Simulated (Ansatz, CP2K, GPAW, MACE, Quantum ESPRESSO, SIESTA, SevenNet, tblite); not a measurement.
# (5,5) carbon nanotube bundle (80 atoms) in CP2K, part 2 of 4

How do the settings of CP2K change the result for (5,5) carbon nanotube bundle (80 atoms)? A plane-wave run serves as the yardstick.

Program: CP2K 2026.2; the method stands at each step. Banners, paths, timers and routine set-up lines are dropped from the logs unmarked, and long logs keep their key lines alone; longer cuts are marked.

So far. Step 2 (PBE, DZVP-MOLOPT-SR, 450/50 Ry, diagonalisation): Forces lie 2.2 % from the reference's, at 9.0 times its CPU time (on 2 against 8 cores). Step 3 (GFN1-xTB, diagonalisation): Against the first run (2.2 %), the force difference from the reference is 11 %, at 0.0085 times the CPU time (on 1 against 2 cores); the model has changed, so this is no error of the program alone.

### 4. PBE, SZV-MOLOPT-SR, 450/50 Ry, diagonalisation

Method: Kohn-Sham DFT, PBE, GTH-PBE pseudopotentials, Gaussian and plane waves, SZV-MOLOPT-SR-GTH, diagonalisation.

input.inp

```
&GLOBAL
  PROJECT cell
  RUN_TYPE ENERGY_FORCE
  PRINT_LEVEL LOW
&END GLOBAL
&FORCE_EVAL
  METHOD QS
  STRESS_TENSOR ANALYTICAL
  &DFT
    BASIS_SET_FILE_NAME BASIS_MOLOPT
    POTENTIAL_FILE_NAME GTH_POTENTIALS
    &MGRID
      CUTOFF 450
      REL_CUTOFF 50
    &END MGRID
    &QS
      EPS_DEFAULT 1.0E-12
    &END QS
    &SCF
      SCF_GUESS ATOMIC
      EPS_SCF 1.0E-06
      MAX_SCF 200
      ADDED_MOS 36
      &DIAGONALIZATION
        ALGORITHM STANDARD
      &END DIAGONALIZATION
      &SMEAR ON
        METHOD FERMI_DIRAC
        ELECTRONIC_TEMPERATURE [K] 580
      &END SMEAR
      &MIXING
        METHOD BROYDEN_MIXING
        ALPHA 0.15
        NBROYDEN 8
      &END MIXING
      &PRINT
        &RESTART OFF
        &END RESTART
      &END PRINT
    &END SCF
    &XC
      &XC_FUNCTIONAL PBE
      &END XC_FUNCTIONAL
    &END XC
    &PRINT
      &MULLIKEN ON
      &END MULLIKEN
      &LOWDIN ON
      &END LOWDIN
      &MO ON
        EIGENVALUES T
        OCCUPATION_NUMBERS T
        MO_INDEX_RANGE 149 172
        &EACH
          QS_SCF 0
        &END EACH
        ADD_LAST NUMERIC
      &END MO
    &END PRINT
  &END DFT
  &SUBSYS
    &CELL
      A 10.08135 0.00000 0.00000
      B -5.04067 8.73070 0.00000
      C 0.00000 0.00000 9.72051
    &END CELL
    &COORD
[... 80 atom lines left out: the same atoms as in the first run ...]
    &END COORD
    &KIND C
      BASIS_SET SZV-MOLOPT-SR-GTH-q4
      POTENTIAL GTH-PBE-q4
    &END KIND
  &END SUBSYS
  &PRINT
    &FORCES ON
    &END FORCES
    &STRESS_TENSOR ON
    &END STRESS_TENSOR
  &END PRINT
&END FORCE_EVAL
```

On the command line:

```sh
$ OMP_NUM_THREADS=1 cp2k.psmp -i input.inp > output.txt
```

Numbers of over 12 decimals in the logs are rounded to 6 here.

What it wrote:

```text
CP2K| version string:                                       CP2K version 2026.2
 CP2K| Input file name                                                 input.inp
 GLOBAL| Basis set file name                                        BASIS_MOLOPT
 GLOBAL| Potential file name                                      GTH_POTENTIALS
 GLOBAL| Run type                                                   ENERGY_FORCE
 GLOBAL| Total number of message passing processes                             1
 GLOBAL| Number of threads for this process                                    1
[... lines left out ...]
                        Smear method:                                FERMI_DIRAC
[... lines left out ...]
 Number of electrons:                                                        320
[... lines left out ...]
  Step     Update method      Time    Convergence         Total energy    Change
[... lines left out ...]
  *** SCF run converged in    19 steps ***
[... lines left out ...]
  Fermi energy:                                                 0.178570
  Total energy:                                              -453.457905
  Total energy (extrapolated to T->0):                       -453.457905
[... lines left out ...]
 MO| E(Fermi):            0.178570 a.u.          4.859147 eV
[... lines left out ...]
      79     C        1          4.009592                             -0.009592
      80     C        1          3.995493                              0.004507
 # Total charge                            320.000000                 -0.000000
 ENERGY| Total FORCE_EVAL ( QS ) energy [hartree]           -453.457920
 FORCES| Atomic forces [hartree/bohr]
 FORCES|   Atom     x               y               z               |f|
 FORCES|      1  3.22525286E-03 -4.08326458E-03 -1.04066367E-02   1.16350072E-02
 FORCES|      2  9.91240528E-03 -1.45687631E-02  1.01978040E-02   2.03592692E-02
 FORCES|      3  1.92962102E-02  1.17269860E-03  4.21915717E-02   4.64095644E-02
[...]
FORCES|     79  2.08056437E-02  1.17846881E-02 -4.20065518E-02   4.83353295E-02
 FORCES|     80  7.77019055E-03 -2.24489011E-02 -6.87031283E-03   2.47291371E-02
 FORCES| Sum     7.85632983E-05  1.46646440E-04 -9.53963366E-06
 FORCES| Total atomic force                                       1.66638455E-04
 STRESS| Analytical stress tensor [bar]
 STRESS|                        x                   y                   z
 STRESS|      x        1.71780443868E+05   1.42392586865E+04   3.17265160667E+02
 STRESS|      y        1.42392586865E+04   1.87301273969E+05  -1.67876390573E+03
 STRESS|      z        3.17265160667E+02  -1.67876390573E+03   2.50270517874E+05
 STRESS| 1/3 Trace                                             2.03117411903E+05
```

Run time: 2.6 min. Hardware: 1 thread of Arm Neoverse V2, shared host; peak memory 1.6 GiB.

Compared with the plane-wave run:

| Quantity | Value |
| --- | --- |
| r.m.s. force component | 1.732 eV/Å |
| r.m.s. difference of force components | 383.4 meV/Å |
| longest difference of force vectors | 1380 meV/Å |
| force difference over r.m.s. force | 27.95 % |
| slope of forces against the reference's | 1.258 |
| correlation of force components | 0.9964 |
| pressure | 20.31 GPa |
| pressure difference | 9.196 GPa |

This is a coarse setting, run to see what it loses.

Against the first run (2.2 %), the force difference from the reference is 28 %, at 0.53 times the CPU time (on 1 against 2 cores), with 320 basis functions against 1040: the smaller basis costs accuracy.

### 5. PBE, TZVP-UZH, 450/50 Ry, diagonalisation

Method: Kohn-Sham DFT, PBE, GTH-PBE pseudopotentials, Gaussian and plane waves, TZVP-MOLOPT (UZH set), diagonalisation.

Edit input.inp of step 4 so:

```diff
@@ -9,4 +9,4 @@
   &DFT
-    BASIS_SET_FILE_NAME BASIS_MOLOPT
-    POTENTIAL_FILE_NAME GTH_POTENTIALS
+    BASIS_SET_FILE_NAME BASIS_MOLOPT_UZH
+    POTENTIAL_FILE_NAME POTENTIAL_UZH
     &MGRID
@@ -70,3 +70,3 @@
     &KIND C
-      BASIS_SET SZV-MOLOPT-SR-GTH-q4
+      BASIS_SET TZVP-MOLOPT-PBE-GTH-q4
       POTENTIAL GTH-PBE-q4
```

On the command line:

```sh
$ OMP_NUM_THREADS=1 mpirun -np 4 cp2k.psmp -i input.inp > output.txt
```

What it wrote:

```text
CP2K| version string:                                       CP2K version 2026.2
 CP2K| Input file name                                                 input.inp
 GLOBAL| Basis set file name                                    BASIS_MOLOPT_UZH
 GLOBAL| Potential file name                                       POTENTIAL_UZH
 GLOBAL| Run type                                                   ENERGY_FORCE
 GLOBAL| Total number of message passing processes                             4
 GLOBAL| Number of threads for this process                                    1
 TOTAL NUMBERS AND MAXIMUM NUMBERS
  Total number of            - Atomic kinds:                                   1
                             - Atoms:                                         80
[... lines left out ...]
                        Smear method:                                FERMI_DIRAC
[... lines left out ...]
 Number of electrons:                                                        320
[... lines left out ...]
  Step     Update method      Time    Convergence         Total energy    Change
[... lines left out ...]
  *** SCF run converged in    19 steps ***
[... lines left out ...]
  Fermi energy:                                                 0.152377
  Total energy:                                              -454.920594
  Total energy (extrapolated to T->0):                       -454.920594
[... lines left out ...]
 MO| E(Fermi):            0.152377 a.u.          4.146381 eV
[... lines left out ...]
       1     C        1          4.010713                             -0.010713
       2     C        1          3.987004                              0.012996
       3     C        1          3.999763                              0.000237
[...]
# Total charge                            320.000000                  0.000000
 !-----------------------------------------------------------------------------!
 LOWDIN POPULATION ANALYSIS
 #  Atom  Element  Kind  Atomic population                           Net charge
[...]
79     C        1          4.020944                             -0.020944
      80     C        1          3.990474                              0.009526
 # Total charge                            320.000000                  0.000000
 ENERGY| Total FORCE_EVAL ( QS ) energy [hartree]           -454.920569
 FORCES| Atomic forces [hartree/bohr]
 FORCES|   Atom     x               y               z               |f|
 FORCES|      1 -6.58633780E-05 -2.73971963E-04 -7.70021116E-03   7.70536505E-03
 FORCES|      2  5.95022490E-03 -1.49643234E-02  7.81041215E-03   1.78980080E-02
 FORCES|      3  1.30274205E-02 -8.77435258E-04  3.30078214E-02   3.54964766E-02
[...]
FORCES|     79  1.45656731E-02  1.19232832E-02 -3.38885752E-02   3.87654362E-02
 FORCES|     80  4.31830822E-03 -1.86875490E-02 -4.71554557E-03   1.97511682E-02
 FORCES| Sum     1.23014940E-04  1.75524798E-04 -1.01282808E-04
 FORCES| Total atomic force                                       2.37065049E-04
 STRESS| Analytical stress tensor [bar]
 STRESS|                        x                   y                   z
 STRESS|      x        1.02659855074E+05   1.08961932238E+04   1.35206170376E+02
 STRESS|      y        1.08961932238E+04   1.22720184080E+05  -8.28865952380E+02
 STRESS|      z        1.35206170376E+02  -8.28865952380E+02   1.36707803729E+05
 STRESS| 1/3 Trace                                             1.20695947628E+05
```

The job ended after 1.9 min (4 MPI ranks; peak memory 2.6 GiB).

Compared with the plane-wave run:

* r.m.s. force component: 1.392 eV/Å
* r.m.s. difference of force components: 26.53 meV/Å
* longest difference of force vectors: 88.48 meV/Å
* force difference over r.m.s. force: 1.935 %
* slope of forces against the reference's: 1.014
* correlation of force components: 0.9999
* pressure: 12.07 GPa
* pressure difference: 0.9537 GPa

Against the first run (2.2 %), the force difference from the reference is 1.9 %, at 1.5 times the CPU time (on 4 against 2 cores), with 1360 basis functions against 1040; this set comes with other potentials too, so the change isn't the basis's alone.

### 6. PBE+D3(BJ), DZVP-MOLOPT-SR, 450/50 Ry, diagonalisation

Method: Kohn-Sham DFT, PBE+D3(BJ), GTH-PBE pseudopotentials, Gaussian and plane waves, DZVP-MOLOPT-SR-GTH, diagonalisation.

Edit input.inp of step 5 so:

```diff
@@ -9,4 +9,4 @@
   &DFT
-    BASIS_SET_FILE_NAME BASIS_MOLOPT_UZH
-    POTENTIAL_FILE_NAME POTENTIAL_UZH
+    BASIS_SET_FILE_NAME BASIS_MOLOPT
+    POTENTIAL_FILE_NAME GTH_POTENTIALS
     &MGRID
@@ -43,2 +43,10 @@
       &END XC_FUNCTIONAL
+      &VDW_POTENTIAL
+        POTENTIAL_TYPE PAIR_POTENTIAL
+        &PAIR_POTENTIAL
+          TYPE DFTD3(BJ)
+          PARAMETER_FILE_NAME dftd3.dat
+          REFERENCE_FUNCTIONAL PBE
+        &END PAIR_POTENTIAL
+      &END VDW_POTENTIAL
     &END XC
@@ -66,7 +74,8 @@
     &END CELL
-    &COORD
-[... 80 atom lines left out: the same atoms as in the first run ...]
-    &END COORD
+    &TOPOLOGY
+      COORD_FILE_NAME structure.xyz
+      COORD_FILE_FORMAT XYZ
+    &END TOPOLOGY
     &KIND C
-      BASIS_SET TZVP-MOLOPT-PBE-GTH-q4
+      BASIS_SET DZVP-MOLOPT-SR-GTH-q4
       POTENTIAL GTH-PBE-q4
```

structure.xyz

```xyz
80

C 3.36500 0.70064 1.27572
C 3.12663 1.39307 0.05998
C 2.26427 2.51252 0.03908
C 1.68863 2.91483 1.28330
C 0.36510 3.33958 1.29594
C -0.36227 3.39354 2.49224
C 8.36808 2.91317 0.08068
C 7.82908 2.52038 1.25570
C 6.94338 1.40625 1.30459
C 6.76539 0.71854 2.47688
C 1.69856 8.05835 0.09108
C 1.94586 7.34243 1.26726
C 2.75055 6.22770 1.27591
C 3.33103 5.82626 2.50566
C 4.68012 5.39514 2.50935
C 5.45104 5.34782 1.31519
C 6.71635 5.79815 1.26328
C -2.73875 6.24533 2.47474
C -1.91288 7.30105 2.50274
C -1.73807 8.00020 1.26736
[... 56 atom lines left out ...]
C 6.72270 5.81404 8.59604
C -2.74364 6.24647 0.05871
C -1.92967 7.34880 0.08350
C -1.72239 8.02002 8.57689
```

On the command line:

```sh
$ OMP_NUM_THREADS=2 cp2k.psmp -i input.inp > output.txt
```

What it wrote:

```text
CP2K| version string:                                       CP2K version 2026.2
 CP2K| Input file name                                                 input.inp
 GLOBAL| Basis set file name                                        BASIS_MOLOPT
 GLOBAL| Potential file name                                      GTH_POTENTIALS
 GLOBAL| Run type                                                   ENERGY_FORCE
 GLOBAL| Total number of message passing processes                             1
 GLOBAL| Number of threads for this process                                    2
 TOTAL NUMBERS AND MAXIMUM NUMBERS
  Total number of            - Atomic kinds:                                   1
                             - Atoms:                                         80
[... lines left out ...]
                        Smear method:                                FERMI_DIRAC
[... lines left out ...]
 Number of electrons:                                                        320
[... lines left out ...]
  Step     Update method      Time    Convergence         Total energy    Change
[... lines left out ...]
  *** SCF run converged in    18 steps ***
[... lines left out ...]
  Fermi energy:                                                 0.148824
  Total energy:                                              -455.395760
  Total energy (extrapolated to T->0):                       -455.395760
[... lines left out ...]
 MO| E(Fermi):            0.148824 a.u.          4.049719 eV
[... lines left out ...]
       1     C        1          4.006767                             -0.006767
       2     C        1          4.000379                             -0.000379
       3     C        1          4.002003                             -0.002003
[...]
# Total charge                            320.000000                  0.000000
 !-----------------------------------------------------------------------------!
 LOWDIN POPULATION ANALYSIS
 #  Atom  Element  Kind  Atomic population                           Net charge
[...]
79     C        1          4.024257                             -0.024257
      80     C        1          3.991434                              0.008566
 # Total charge                            320.000000                  0.000000
 ENERGY| Total FORCE_EVAL ( QS ) energy [hartree]           -455.395766
 FORCES| Atomic forces [hartree/bohr]
 FORCES|   Atom     x               y               z               |f|
 FORCES|      1  9.62198703E-04 -1.80217988E-04 -7.58151603E-03   7.64445486E-03
 FORCES|      2  7.18344309E-03 -1.48924926E-02  7.88927242E-03   1.83201749E-02
 FORCES|      3  1.34342261E-02  1.48134774E-04  3.32453816E-02   3.58574368E-02
[...]
FORCES|     79  1.59987233E-02  1.17645037E-02 -3.41461066E-02   3.95008771E-02
 FORCES|     80  5.53836854E-03 -1.87962865E-02 -4.89165193E-03   2.01965881E-02
 FORCES| Sum     1.26120143E-04  1.88977169E-04 -9.30994062E-05
 FORCES| Total atomic force                                       2.45532401E-04
 STRESS| Analytical stress tensor [bar]
 STRESS|                        x                   y                   z
 STRESS|      x        9.47322988586E+04   1.11603503987E+04   1.15009824730E+02
 STRESS|      y        1.11603503987E+04   1.15362334497E+05  -8.07569109121E+02
 STRESS|      z        1.15009824730E+02  -8.07569109121E+02   1.40743939422E+05
 STRESS| 1/3 Trace                                             1.16946190926E+05
```

It took 2.6 min on 2 threads; peak memory 1.8 GiB; 5 min of CPU time.

Numbers from this run, and their distance from the reference:

```yaml
r_m_s_force_component: 1.409 eV/Å
r_m_s_difference_of_force_components: 59.96 meV/Å
longest_difference_of_force_vectors: 154.8 meV/Å
force_difference_over_r_m_s_force: 4.372 %
slope_of_forces_against_the_reference_s: 1.027
correlation_of_force_components: 0.9994
pressure: 11.69 GPa
pressure_difference: 0.5787 GPa
```

Against the first run (2.2 %), the force difference from the reference is 4.4 %, at 1.00 times the CPU time; the model has changed, so this is no error of the program alone.

### 7. PBE, DZVP-MOLOPT-SR, 630/50 Ry, diagonalisation

Method: Kohn-Sham DFT, PBE, GTH-PBE pseudopotentials, Gaussian and plane waves, DZVP-MOLOPT-SR-GTH, diagonalisation.

Edit input.inp of step 6 so:

```diff
@@ -12,4 +12,5 @@
     &MGRID
-      CUTOFF 450
+      CUTOFF 630
       REL_CUTOFF 50
+      NGRIDS 5
     &END MGRID
@@ -43,10 +44,2 @@
       &END XC_FUNCTIONAL
-      &VDW_POTENTIAL
-        POTENTIAL_TYPE PAIR_POTENTIAL
-        &PAIR_POTENTIAL
-          TYPE DFTD3(BJ)
-          PARAMETER_FILE_NAME dftd3.dat
-          REFERENCE_FUNCTIONAL PBE
-        &END PAIR_POTENTIAL
-      &END VDW_POTENTIAL
     &END XC
```

structure.xyz is that of step 6.

On the command line:

```sh
$ OMP_NUM_THREADS=1 mpirun -np 4 cp2k.psmp -i input.inp > output.txt
```

What it wrote:

```text
CP2K| version string:                                       CP2K version 2026.2
 CP2K| Input file name                                                 input.inp
 GLOBAL| Basis set file name                                        BASIS_MOLOPT
 GLOBAL| Potential file name                                      GTH_POTENTIALS
[... lines left out ...]
 Number of electrons:                                                        320
[... lines left out ...]
  Step     Update method      Time    Convergence         Total energy    Change
[... lines left out ...]
  *** SCF run converged in    18 steps ***
[... lines left out ...]
  Fermi energy:                                                 0.148825
  Total energy:                                              -455.029807
  Total energy (extrapolated to T->0):                       -455.029807
[... lines left out ...]
 MO| E(Fermi):            0.148825 a.u.          4.049721 eV
[... lines left out ...]
 ENERGY| Total FORCE_EVAL ( QS ) energy [hartree]           -455.029813
[... lines left out ...]
 FORCES|      1 -1.22429910E-04 -2.75397258E-04 -7.77516813E-03   7.78100715E-03
 FORCES|      2  6.16452478E-03 -1.51807608E-02  7.81566439E-03   1.81532772E-02
 FORCES|      3  1.27339492E-02 -5.92695322E-04  3.31480469E-02   3.55147542E-02
[...]
FORCES|     79  1.50410496E-02  1.21557679E-02 -3.40283750E-02   3.91398284E-02
 FORCES|     80  4.27638334E-03 -1.88791553E-02 -4.75258440E-03   1.99323109E-02
 FORCES| Sum     1.33913845E-04  1.59500199E-04  2.30107594E-06
 FORCES| Total atomic force                                       2.08275121E-04
 STRESS| Analytical stress tensor [bar]
 STRESS|                        x                   y                   z
 STRESS|      x        1.00092951246E+05   1.09711888998E+04   1.51675985423E+02
 STRESS|      y        1.09711888998E+04   1.20374598344E+05  -8.49154948126E+02
 STRESS|      z        1.51675985423E+02  -8.49154948126E+02   1.34876626251E+05
 STRESS| 1/3 Trace                                             1.18448058614E+05
```

Elapsed: 1.8 min, on 4 MPI ranks; peak memory 3.6 GiB.

Numbers from this run, and their distance from the reference:

```
r.m.s. force component                          : 1.395 eV/Å
r.m.s. difference of force components           : 29.98 meV/Å
longest difference of force vectors             : 106.8 meV/Å
force difference over r.m.s. force              : 2.186 %
slope of forces against the reference's         : 1.017
correlation of force components                 : 0.9999
pressure                                        : 11.84 GPa
pressure difference                             : 0.7289 GPa
energy less the same-level run's                : 0.0026 meV/atom
r.m.s. force difference from the same-level run : 0.788 meV/Å
```

Against the first run (2.2 %), the force difference from the reference is 2.2 %, at 1.4 times the CPU time (on 4 against 2 cores): the change moves forces by 0.79 meV/Å r.m.s., so most of the difference comes from elsewhere.

(Part 2 of 4 ends here.)

[Also dropped from logs without a mark: logging warnings of Python, and SIESTA's first energy breakdown and zero terms.]

[Logs are printed without paths, hosts, clocks, repeated set-up lines and the standing remarks that a program may print on its own settings, such as how far it seeks lower states.]

[Hosts, paths, dates, database ids (printed as entryN), source tags and the programs' standing remarks are cut or masked in the printed files.]
